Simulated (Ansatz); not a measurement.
## Lattice dynamics of TiSeS monolayer, Janus

Aim: the phonons of TiSeS monolayer, Janus at a cell relaxed beforehand at this level. After the zone centre comes a 6×6×1 q mesh on a 18×18×1 k mesh.

Program: Ansatz 0.2.0. Level of theory: DFT LDA, scalar-relativistic, plane waves, PAW. Results are calculated unless marked as measured.

### Step 1. The structure

The cell holds 3 atoms: 1 Ti, 1 S and 1 Se. Its edges and angles: a = 3.372 Å, b = 3.372 Å, c = 30.000 Å, α = 90.0°, β = 90.0°, γ = 120.0°. Vacuum lies along c.

### Step 2. Modes at Γ

The cell comes from relaxations at this level that are not shown. The zone centre comes first: it holds the modes that light can see, as far as symmetry allows. No field response is asked, since the mesh shows no gap.

The input, input.yaml:

```yaml
crystal:
  lattice:
    - [3.3719743376, 0.0, 0.0]
    - [-1.6859871688, 2.9202154373, 0.0]
    - [0.0, 0.0, 30.0]
  atoms:
    - { symbol: Ti, position: [0.0, 0.0, 0.3353054908] }
    - { symbol: S, position: [0.3333333333, 0.6666666667, 0.3799585079] }
    - { symbol: Se, position: [0.6666666667, 0.3333333333, 0.281402668] }
  periodic: [true, true, false]
kpoints:
  mp_grid: { grid: [18, 18, 1] }
hamiltonian:
  xc: lda
scf:
  occupations: { method: methfessel_paxton, width: 0.15 }
output:
  eigenvalues: true
phonons:
  method: dfpt
```

On the command line:

```console
$ ansatz run input.yaml --threads 8 --pin off --max-ram 14336MiB --backend cpu --events-out ev --progress --plain --runs-dir out
```

Numbers of over 12 decimals in the logs are rounded to 6 here.

The program printed:

```text
Engine: ansatz 0.2.0, aarch64-unknown-linux-gnu
Pseudopotentials: kind: paw
Pseudopotential: Ti, paw, valence charge 12, recommended cutoff 420 eV (normal), Ti.paw.azcp
Pseudopotential: S, paw, valence charge 6, recommended cutoff 420 eV (normal), S.paw.azcp
Pseudopotential: Se, paw, valence charge 16, recommended cutoff 420 eV (normal), Se.paw.azcp
Functional definition: SPW92
  exchange = slater_x
  correlation = pw_c
Crystal: 3 atoms, lattice volume = 295.407 Å³
Basis set: ecut = 420 eV, 5825 PW (Γ), exchange–correlation on 48×48×432 points (8 copies of the dense FFT grid, shifted against one another)
Bands: 21, of which v1, the nominal top of the filled ones, is band 17 counted from 1 (16 counted from 0)
Symmetry: 6 space group operations
k-points: 91 of 324 (irreducible under 2 space group operations, time reversal used)
Non-local potential: Ti, projectors of the file, l = 0: 3, l = 1: 2, l = 2: 3, l = 3: 1
Non-local potential: S, projectors of the file, l = 0: 2, l = 1: 2, l = 2: 2
Non-local potential: Se, projectors of the file, l = 0: 2, l = 1: 2, l = 2: 3, l = 3: 1
PAW form: soft (Blöchl's): semilocal exchange-correlation on the pseudo side does not see the compensation charge
PAW frozen core: Ti, regenerated for the run's functional, and the local potential with it (the file was generated under x = pbe(κ = 0.804, μ = 0.219515), c = pbe(β = 0.066725))
PAW frozen core: S, regenerated for the run's functional, and the local potential with it (the file was generated under x = pbe(κ = 0.804, μ = 0.219515), c = pbe(β = 0.066725))
PAW frozen core: Se, regenerated for the run's functional, and the local potential with it (the file was generated under x = pbe(κ = 0.804, μ = 0.219515), c = pbe(β = 0.066725))
PAW one-centre angular grid: Ti, 590 points (default); XC on 64 Gauss nodes
PAW one-centre angular grid: S, 110 points (default); XC on 64 Gauss nodes
PAW one-centre angular grid: Se, 590 points (default); XC on 64 Gauss nodes
Initial density: superposition of atomic densities (neutral atoms: chi_scale 0, normalization atom), corrected by the library's trained network
Initial wavefunctions: pseudopotential atomic-orbital guess
Functional: x = slater, c = lda
SCF iter   1: F=—  HF=-8706.755974 eV  |F-HF|=—  |Δ(HF+E_count)|=         —  Δρ=3.95e-3  dr2=3.03e-1  ethr=1.77e-3  ⟨swp⟩=10.4  Hψ=12662  notcnv=0
preconditioner: auto → LDOS  [metal: Δε(μ)=0.053 eV  Ē_g=7.064 eV  σ=0.150 eV  W_gap=0.29  n_scr=18 (ndim 8)  ℏωp=8.6 eV  f_vac=0.775  D(μ)=0.93/eV (n_scr^D=6)  β→1.0]
SCF iter   2: F=—  HF=-8706.755595 eV  |F-HF|=—  |Δ(HF+E_count)|=   3.80e-4  S|Δr|=    0.00e0  Δρ=3.16e-3  dr2=3.24e-1  ethr=8.92e-4  ⟨swp⟩=2.3  Hψ=3190  notcnv=0
SCF iter   3: F=—  HF=-8706.730886 eV  |F-HF|=—  |Δ(HF+E_count)|=   2.47e-2  S|Δr|=    0.00e0  Δρ=1.14e-3  dr2=1.46e-2  ethr=8.92e-4  ⟨swp⟩=2.3  Hψ=2623  notcnv=0
SCF iter   4: F=—  HF=-8706.729272 eV  |F-HF|=—  |Δ(HF+E_count)|=   1.61e-3  S|Δr|=    0.00e0  Δρ=2.28e-4  dr2=1.48e-4  ethr=4.30e-5  ⟨swp⟩=2.5  Hψ=3204  notcnv=0
SCF iter   5: F=—  HF=-8706.729339 eV  |F-HF|=—  |Δ(HF+E_count)|=   6.76e-5  S|Δr|=    0.00e0  Δρ=6.19e-5  dr2=2.42e-5  ethr=4.35e-7  ⟨swp⟩=3.4  Hψ=4126  notcnv=0
SCF iter   6: F=—  HF=-8706.729341 eV  |F-HF|=—  |Δ(HF+E_count)|=   1.87e-6  S|Δr|=    0.00e0  Δρ=1.86e-5  dr2=1.10e-6  ethr=7.12e-8  ⟨swp⟩=2.8  Hψ=3331  notcnv=0
SCF iter   7: F=—  HF=-8706.729340 eV  |F-HF|=—  |Δ(HF+E_count)|=   1.58e-6  S|Δr|=    0.00e0  Δρ=7.84e-6  dr2=2.52e-7  ethr=3.24e-9  ⟨swp⟩=3.6  Hψ=4167  notcnv=0
SCF iter   8: F=—  HF=-8706.729340 eV  |F-HF|=—  |Δ(HF+E_count)|=   1.10e-7  S|Δr|=    0.00e0  Δρ=2.37e-6  dr2=2.60e-8  ethr=7.40e-10  ⟨swp⟩=2.9  Hψ=3081  notcnv=0
SCF iter   9: F=—  HF=-8706.729340 eV  |F-HF|=—  |Δ(HF+E_count)|=   4.11e-8  S|Δr|=    0.00e0  Δρ=4.70e-7  dr2=1.02e-9  ethr=7.65e-11  ⟨swp⟩=2.6  Hψ=2957  notcnv=0
SCF iter  10: F=—  HF=-8706.729340 eV  |F-HF|=—  |Δ(HF+E_count)|=   3.66e-9  S|Δr|=    0.00e0  Δρ=1.32e-7  dr2=6.21e-11  ethr=2.99e-12  ⟨swp⟩=3.6  Hψ=4016  notcnv=0
SCF iter  11: F=-8706.729340 eV  HF=-8706.729340 eV  |F-HF|=5.89e-10  |Δ(HF+E_count)|=   1.08e-9  S|Δr|=    0.00e0  Δρ=2.96e-8  dr2=1.38e-12  ethr=1.00e-12  ⟨swp⟩=13.0  Hψ=13730  notcnv=0
SCF 1 converged in 11 iterations: F = -8706.729340 eV  dr2 = 1.38e-12
  greatest PAW one-centre occupation: 1.000 electrons in one spin orbital (limit 2), on the Se atom at site 2 (counted from 0), in its partial waves of l = 2
DFPT response loops at Γ: preconditioner auto → none (partly filled bands, converged f_vac=0.774); β = 0.50; Broyden in place of MSR1
SCF converged after 11 iterations
Stability not checked: this state was not tested for a lower state beside it, because cold or Methfessel-Paxton smearing, or corrected tetrahedra, fill the levels in a way that the test cannot read (fill_not_monotonic; see scf.lower_state_search)
Free energy (F): -8706.729340 eV
Harris-Foulkes:  -8706.729340 eV  (|F-HF|=5.89e-10)
Internal energy: -8706.729786 eV  (E = F + TS)
E sigma→0 (E₀):  -8706.729451 eV
Entropy (-TS):   0.000446 eV (0.149 meV/atom)
Fermi energy:    -5.592138 eV
--- Per-component energies (eV) ---
  E_band       = -1063.972778
  E_kinetic    = 500.872924
  E_local      = -68080.727748  (includes V_loc(G=0)·N_el)
  E_nonlocal   = -549.414261
  E_hartree    = 33668.589671
  E_xc         = -298.078159
  E_vxc        = -309.867850  (∫ρ·V_xc dr)
  E_paw        = -3393.784401  (= ΣΔE_a)
  E_vpaw       = 37.985251  (= ΣTr[D̂ρ^β])
  E_aug_tail   = -0.000475  (compensation charges beyond the density's cutoff)
  E_ewald      = 29443.116154
  E_core_change = 2.696510  (= ΣΔE_core)
  E_smearing   = 0.000446  (= −TS)
  E_closure    = -0.000000  (closes the sum)
  Σ components = -8706.729340   (vs F -8706.729340, Δ=0.00e0)
--- Band table (eV; the first three rows and the last of 91) ---
  k-point 0: bands = [... 13 lower, -8.2759, -7.3342, -5.1323, -5.1323, -5.0073, -5.0073, -4.6268, -1.7258]
  k-point 1: bands = [... 13 lower, -8.2651, -7.1979, -5.6075, -5.4578, -4.9201, -4.6939, -4.4517, -1.9274]
  k-point 2: bands = [... 13 lower, -8.2371, -6.9798, -6.3434, -5.8175, -4.9610, -4.3741, -4.2298, -2.3257]
  k-point 90: bands = [... 13 lower, -8.8755, -8.5435, -8.1699, -7.5362, -4.6460, -4.1373, -3.7816, -2.7493]
--- Phonons (Γ-DFPT): 6 representative perturbations + reference, on 91 of 324 k-points (Σ response iterations 36) ---
  k mesh reduced under 2 symmetry operations, with k and −k counted as one. Each operation leaves every solved perturbation unchanged. A smaller set is not used because it would not reduce the number of displacements times k-points to solve
  ASR residual: 2.307e-5 → 0.000e0 eV/Å²; symmetrization residual: 7.794e-6 eV/Å²
  ASR residual per site (eV/Å²): 2.31e-5 4.45e-6 1.83e-5
  Γ frequencies (cm⁻¹): 0.00 0.00 0.00 134.94 134.94 240.84 240.84 250.44 377.39
  non-analytic LO–TO correction: not included (Born effective charges unavailable; polar crystals: no LO–TO splitting at Γ)
```

Wall time 75 s (8 threads of Arm Neoverse V2, shared host); peak memory 2.3 GiB.

The column dr2 measures how far the density is from self-consistency, as an energy; F and HF (Harris–Foulkes) agree once it is small.

This step gave:

```
gap on the k-mesh                                       : 0 eV
sum-rule residual before enforcement                    : 2.31e-5 eV/Å²
point group                                             : 3m
area per atom                                           : 3.282 Å²
highest optical mode at the zone centre (no LO-TO term) : 377.4 cm⁻¹
lowest optical zone-centre mode                         : 134.9 cm⁻¹
```

Patterns of degenerate modes are one choice out of their space. Modes at Γ, with each element's share of the kinetic energy:

```csv
mode,frequency (cm⁻¹),symmetry,Ti %,S %,Se %
1,0.0,acoustic,30,20,50
2,0.0,acoustic,30,20,50
3,0.0,acoustic,30,20,50
4,134.9,E,47,6,47
5,134.9,E,47,6,47
6,240.8,E,23,74,3
7,240.8,E,23,74,3
8,250.4,A1,15,37,48
9,377.4,A1,55,43,3
```

Displacements in mode 5 (134.9 cm⁻¹), the largest set to 1:
```
Ti1  0.00  1.00  0.00
S2   0.00  0.42  0.00
Se3  0.00 -0.78  0.00
```

Displacements in mode 7 (240.8 cm⁻¹), the largest set to 1:
```
Ti1  0.00 -0.45  0.00
S2   0.00  1.00  0.00
Se3  0.00 -0.13  0.00
```

Before it was imposed, the acoustic sum rule was missed by 2.3e-5 eV/Å². Small misses are needed for a sound result but don't prove that mesh and cutoff are converged. The lowest optical mode is real, 135 cm⁻¹.

### Step 3. Phonons on a q mesh

Stability and thermal properties need the whole zone. Linear response on a 6×6×1 q mesh gives force constants as far as a supercell of that size would.

input.yaml: that of step 2 with these lines changed.

```diff
@@ -20 +20,10 @@
   method: dfpt
+  qmesh: [6, 6, 1]
+  temperatures: { t_max: 1000, t_step: 50 }
+  qpath:
+    path:
+      - [0.0, 0.0, 0.0]
+      - [0.5, 0.0, 0.0]
+      - [0.33333333, 0.33333333, 0.0]
+      - [0.0, 0.0, 0.0]
+    npoints: 10
```

The program printed:

```text
[...]
Crystal: 3 atoms, lattice volume = 295.407 Å³
Basis set: ecut = 420 eV, 5825 PW (Γ), exchange–correlation on 48×48×432 points (8 copies of the dense FFT grid, shifted against one another)
Bands: 21, of which v1, the nominal top of the filled ones, is band 17 counted from 1 (16 counted from 0)
Symmetry: 6 space group operations
k-points: 37 of 324 (time reversal used)
[...]
SCF iter   1: F=—  HF=-8706.755802 eV  |F-HF|=—  |Δ(HF+E_count)|=         —  Δρ=3.95e-3  dr2=3.03e-1  ethr=1.77e-3  ⟨swp⟩=10.5  Hψ=5163  notcnv=0
[...]
SCF iter  11: F=-8706.729340 eV  HF=-8706.729340 eV  |F-HF|=5.02e-10  |Δ(HF+E_count)|=   1.04e-9  S|Δr|=    0.00e0  Δρ=2.74e-8  dr2=1.56e-12  ethr=1.00e-12  ⟨swp⟩=12.7  Hψ=5518  notcnv=0
SCF 1 converged in 11 iterations: F = -8706.729340 eV  dr2 = 1.56e-12
[...]
phonons: the bands overlap, so this run is a metal and interpolates without the dipole-dipole term. If the crystal is really an insulator or semiconductor, its LO-TO splitting is missing
NSCF: frozen V_eff on 37 k-points
WARN: eigensolver did not converge in 37 slots of this pass, the one above among them; of largest residual over every band (k=6): 1 band(s) unlocked (lowest unlocked band 20, counted from 0; max residual 1.69e-1 eV among the unlocked bands, 1.69e-1 eV over every band); of lowest unlocked band (k=0): band 20
[...]
DFPT response loops at q = (0, 0, 0) (fractional): preconditioner auto → none (partly filled bands, converged f_vac=0.774); β = 0.50; Broyden in place of MSR1
[...]
SCF converged after 11 iterations
[...]
Free energy (F): -8706.729340 eV
[...]
Internal energy: -8706.729786 eV  (E = F + TS)
E sigma→0 (E₀):  -8706.729451 eV
Entropy (-TS):   0.000446 eV (0.149 meV/atom)
Fermi energy:    -5.592139 eV
[...]
--- Band table (eV; the first three rows and the last of 37) ---
  k-point 0: bands = [... 13 lower, -8.2759, -7.3342, -5.1323, -5.1323, -5.0073, -5.0073, -4.6268, -1.7258]
  k-point 1: bands = [... 13 lower, -8.2651, -7.1979, -5.6075, -5.4578, -4.9201, -4.6939, -4.4517, -1.9274]
  k-point 2: bands = [... 13 lower, -8.2371, -6.9798, -6.3434, -5.8175, -4.9610, -4.3741, -4.2298, -2.3257]
  k-point 36: bands = [... 13 lower, -9.8451, -8.5055, -8.1422, -8.0006, -4.3508, -4.0539, -3.9768, -2.4117]
--- Phonons (Γ-DFPT): 6 representative perturbations + reference (Σ response iterations 37) ---
  ASR residual: 2.909e-5 → 0.000e0 eV/Å²; symmetrization residual: 2.334e-5 eV/Å²
  ASR residual per site (eV/Å²): 1.97e-5 8.32e-6 2.91e-5
  Γ frequencies (cm⁻¹): 0.00 0.00 0.00 134.94 134.94 240.84 240.84 250.44 377.39
--- Phonons (arbitrary-q DFPT): 7 irreducible q on the 6×6×1 mesh ---
  q = [0.0000, 0.0000, 0.0000] (star 1, of the zone-centre solve; hermiticity 3.03e-6, symmetrization 2.07e-12): -0.00 -0.00 0.00 134.94 134.94 240.84 240.84 250.44 377.39
  q = [0.0000, 0.1667, 0.0000] (star 6, 9 solved perturbations on 171 of 324 k-point pairs; hermiticity 1.96e-6, symmetrization 3.62e-9): 25.30 60.78 95.57 141.86 175.74 243.43 249.10 290.14 366.57
[...]
q = [0.1667, 0.1667, 0.0000] (star 6, 6 solved perturbations in 1485 linear systems a pass and spin channel, the states on 324 of 324 k-point pairs; hermiticity 9.05e-7, symmetrization 2.61e-9): 61.44 98.33 144.06 167.78 211.01 235.37 268.18 321.13 355.50
[...]
sum rule: each row above includes the acoustic sum rule's correction from the zone centre's row sums; it moved no ω² by more than (0.33 cm⁻¹)²
  mesh force constants: q→R imaginary residual 2.87e-18; ASR residual 2.909e-5 → 0.000e0 eV/Å²; symmetrization residual 5.329e-15 eV/Å²
  interpolated dispersion: 31 rows × 9 modes
  density of states and harmonic sums: on the 24×24×1 q-mesh, interpolated from the force constants of a 6×6×1 supercell (no non-analytic term)
  largest difference from the sums on the solved wave vectors: F 4.39e-2 eV, S 5.65e-5 and C_V 1.27e-5 eV/K
  zero-point energy: 0.114743 eV/cell   skipped modes (ω ≤ 0): 5, of them read as no rigid motion or as one in doubt: 2 (1.562e-2 modes/cell left out, lowest -65.31 cm⁻¹)   left out of the sums: 2.31e-3 of the cell's modes: C_V's classical limit lies that fraction below 3 k_B per atom; for a crystal, a wire or a layer, F and S can be off by more, and a phonons.interpolated_qmesh denser along its periods is the remedy for the sampling
```

Run time: 15 min. Hardware: 8 threads; peak memory 4.3 GiB; 1.9 h of CPU time.

This step gave:

```yaml
sum_rule_residual_before_enforcement: 2.91e-5 eV/Å²
lowest_frequency_on_the_path: -65.31 cm⁻¹
highest_frequency_on_the_path_or_at_a_solved_wavevector: 377.4 cm⁻¹
lowest_mode_on_the_q_mesh_acoustic_modes_at_gamma_apart: -65.31 cm⁻¹
```

Frequencies (cm⁻¹) solved at each irreducible wavevector; negative means imaginary. Frequencies by wavevector, by row:

```
q in reciprocal lattice units  star  mode 1  mode 2  mode 3  mode 4  mode 5  mode 6  mode 7  mode 8  mode 9
                        0 0 0     1       0       0       0   134.9   134.9   240.8   240.8   250.4   377.4
                   0 0.1667 0     6    25.3    60.8    95.6   141.9   175.7   243.4   249.1   290.1   366.6
                   0 0.3333 0     6    76.8   101.7   124.2   155.8   214.9   237.5   240.3   311.2   359.1
                     0 -0.5 0     3   -65.3   104.4   133.3   167.3   212.4   230.2   233.4     316   362.2
              0.1667 0.1667 0     6    61.4    98.3   144.1   167.8     211   235.4   268.2   321.1   355.5
              0.1667 0.3333 0    12    94.9   133.7   164.1   188.8   214.8   232.2   284.8   313.9   355.2
              0.3333 0.3333 0     2    99.1     150     165   211.8   214.5   227.4   311.3   313.3   343.4
```

Interpolated from a 6×6×1 q mesh. Phonon branches along the path, in cm⁻¹:

| point | branch 1 | branch 2 | branch 3 | branch 4 | branch 5 | branch 6 | branch 7 | branch 8 | branch 9 |
| --- | --- | --- | --- | --- | --- | --- | --- | --- | --- |
| Γ | 0 | 0 | 0 | 135 | 135 | 241 | 241 | 250 | 377 |
| halfway | 50 | 85 | 129 | 140 | 200 | 240 | 248 | 311 | 359 |
| M | -65 | 104 | 133 | 167 | 212 | 230 | 233 | 316 | 362 |
| halfway | 100 | 138 | 164 | 191 | 210 | 230 | 282 | 313 | 353 |
| K | 99 | 150 | 165 | 212 | 214 | 227 | 311 | 313 | 343 |
| halfway | 61 | 98 | 144 | 168 | 211 | 235 | 268 | 321 | 356 |
| Γ | 0 | 0 | 0 | 135 | 135 | 241 | 241 | 250 | 377 |

The phonon branches as a text plot (rows in cm⁻¹):

```
    368 |***********  **********                      ***********
    350 |           **          **********************
    331 |                                         **
    313 |         ********************************  *****
    294 |       **                  *          ***       **
    276 |     **                   *              ****     **
    258 |*****  **              ***                   ***********
    239 |****************************        ********************
    221 |             **********     ***************
    202 |         ****          *********  *******  *****
    184 |       **                **              **     **
    165 |     **      ********************************     **
    147 | ************          ** ************     ************
    128 |***      *****************            ***    ***    ****
    110 |       **        *********               **
     91 |     **  ********         ***************  **   **
     73 |       **  ****       *                  **  *******
     55 |   ****  **    **                          **     **
     36 | ****  **                                    *****  ***
     18 | ******                                           *****
     -1 |***                                                 ****
    -19 |
    -38 |                 **  *
    -56 |                   **
         Γ                   M           K                      Γ
```

The phonon density of states has structure finer than the step of the table below, so its rows give means over 20 cm⁻¹, whole bins alone (the curve runs from -67.5 to 378 cm⁻¹). Peaks (cm⁻¹: height): 97.5: 0.0572, 142.5: 0.0495, 162.5: 0.0669, 212.5: 0.0735, 232.5: 0.106, 312.5: 0.0916, 357.5: 0.0968.

Tetrahedra on a 24×24×1 mesh, mean over bins of 5 cm-1. Interpolated from a 6×6×1 q mesh. The phonon density of states by wavenumber; means over each step:

wavenumber (cm⁻¹), phonon density of states (1/cm⁻¹/cell) and a bar:
```
      -40      0.000 
      -20      0.000 
        0      0.002 #
       20      0.006 ###
       40      0.009 #####
       60      0.013 #######
       80      0.021 ###########
      100      0.033 ##################
      120      0.018 ##########
      140      0.040 #####################
      160      0.040 #####################
      180      0.016 ########
      200      0.020 ###########
      220      0.042 ######################
      240      0.056 ##############################
      260      0.020 ##########
      280      0.010 #####
      300      0.019 ##########
      320      0.035 ###################
      340      0.005 ###
      360      0.041 ######################
```

The partial phonon density of states has structure finer than the step of the table below, so its rows give means over 10 cm⁻¹, whole bins alone (the curve runs from -69.8 to 399 cm⁻¹). Peaks (cm⁻¹: height): S 216.0: 0.0162, 233.7: 0.0447, 280.9: 0.0106, 313.3: 0.0551, 357.5: 0.0289; Se 98.2: 0.0236, 139.4: 0.0278, 165.9: 0.0476, 213.1: 0.0249, 236.7: 0.0187; Ti 98.2: 0.0202, 142.4: 0.0152, 213.1: 0.0260, 233.7: 0.0187, 313.3: 0.0171, 357.5: 0.0404.

Phonopy on the run's constants, 19x19x1 mesh, Gaussian sigma 3.3 cm-1. Interpolated from a 6×6×1 q mesh. Partial phonon density of states against wavenumber; means over each step; values in 1/cm⁻¹/cell:

```csv
wavenumber (cm⁻¹),S,Se,Ti
-60,2.1e-5,4.4e-4,9.1e-4
-50,1.5e-6,4.8e-5,1.0e-4
-40,0,0,0
-30,0,0,0
-20,0,0,0
-10,2.0e-5,4.6e-5,2.8e-5
0,4.6e-4,0.00114,6.9e-4
10,7.4e-4,0.00190,0.00113
20,0.00107,0.00280,0.00167
30,0.00123,0.00351,0.00237
40,0.00155,0.00459,0.00326
50,0.00155,0.00480,0.00340
60,0.00211,0.00662,0.00455
70,0.00232,0.00846,0.00654
80,0.00272,0.00995,0.00708
90,0.00339,0.0146,0.0115
100,0.00404,0.0201,0.0164
110,0.00144,0.00905,0.00477
120,0.00124,0.0110,0.00365
130,0.00192,0.0219,0.00933
140,0.00239,0.0261,0.0135
150,0.00215,0.0193,0.0116
160,0.00226,0.0316,0.00897
170,0.00216,0.0260,0.00622
180,0.00286,0.00451,0.00542
190,0.00372,0.00383,0.00598
200,0.00548,0.00461,0.00709
210,0.0107,0.0168,0.0184
220,0.0106,0.0124,0.0134
230,0.0322,0.00966,0.0129
240,0.0302,0.0148,0.0117
250,0.0223,0.00429,0.00610
260,0.0135,0.00151,0.00433
270,0.00535,4.8e-4,0.00225
280,0.00885,5.2e-4,0.00467
290,0.00442,2.3e-4,0.00263
300,0.00969,4.0e-4,0.00612
310,0.0351,4.3e-4,0.0125
320,0.0274,2.6e-4,0.0109
330,0.00128,1.3e-5,7.9e-4
340,0.00152,4.0e-5,0.00201
350,0.0110,3.1e-4,0.0154
360,0.0222,6.3e-4,0.0312
370,0.00575,2.2e-4,0.00712
380,0.00109,5.7e-5,0.00133
390,1.1e-5,0,1.3e-5
```

Symmetry leaves 7 wavevectors to solve. The lowest mode among them, the acoustic zeros apart, lies at q = (0, -0.5, 0) and is imaginary, 65.3i cm⁻¹, so the energy falls along it.

[end of part 1 of 2]

[Logs are printed without paths, hosts, clocks, repeated set-up lines and the standing remarks that a program may print on its own settings, such as how far it seeks lower states.]

[Hosts, paths, dates, database ids (printed as entryN), source tags and the programs' standing remarks are cut or masked in the printed files.]
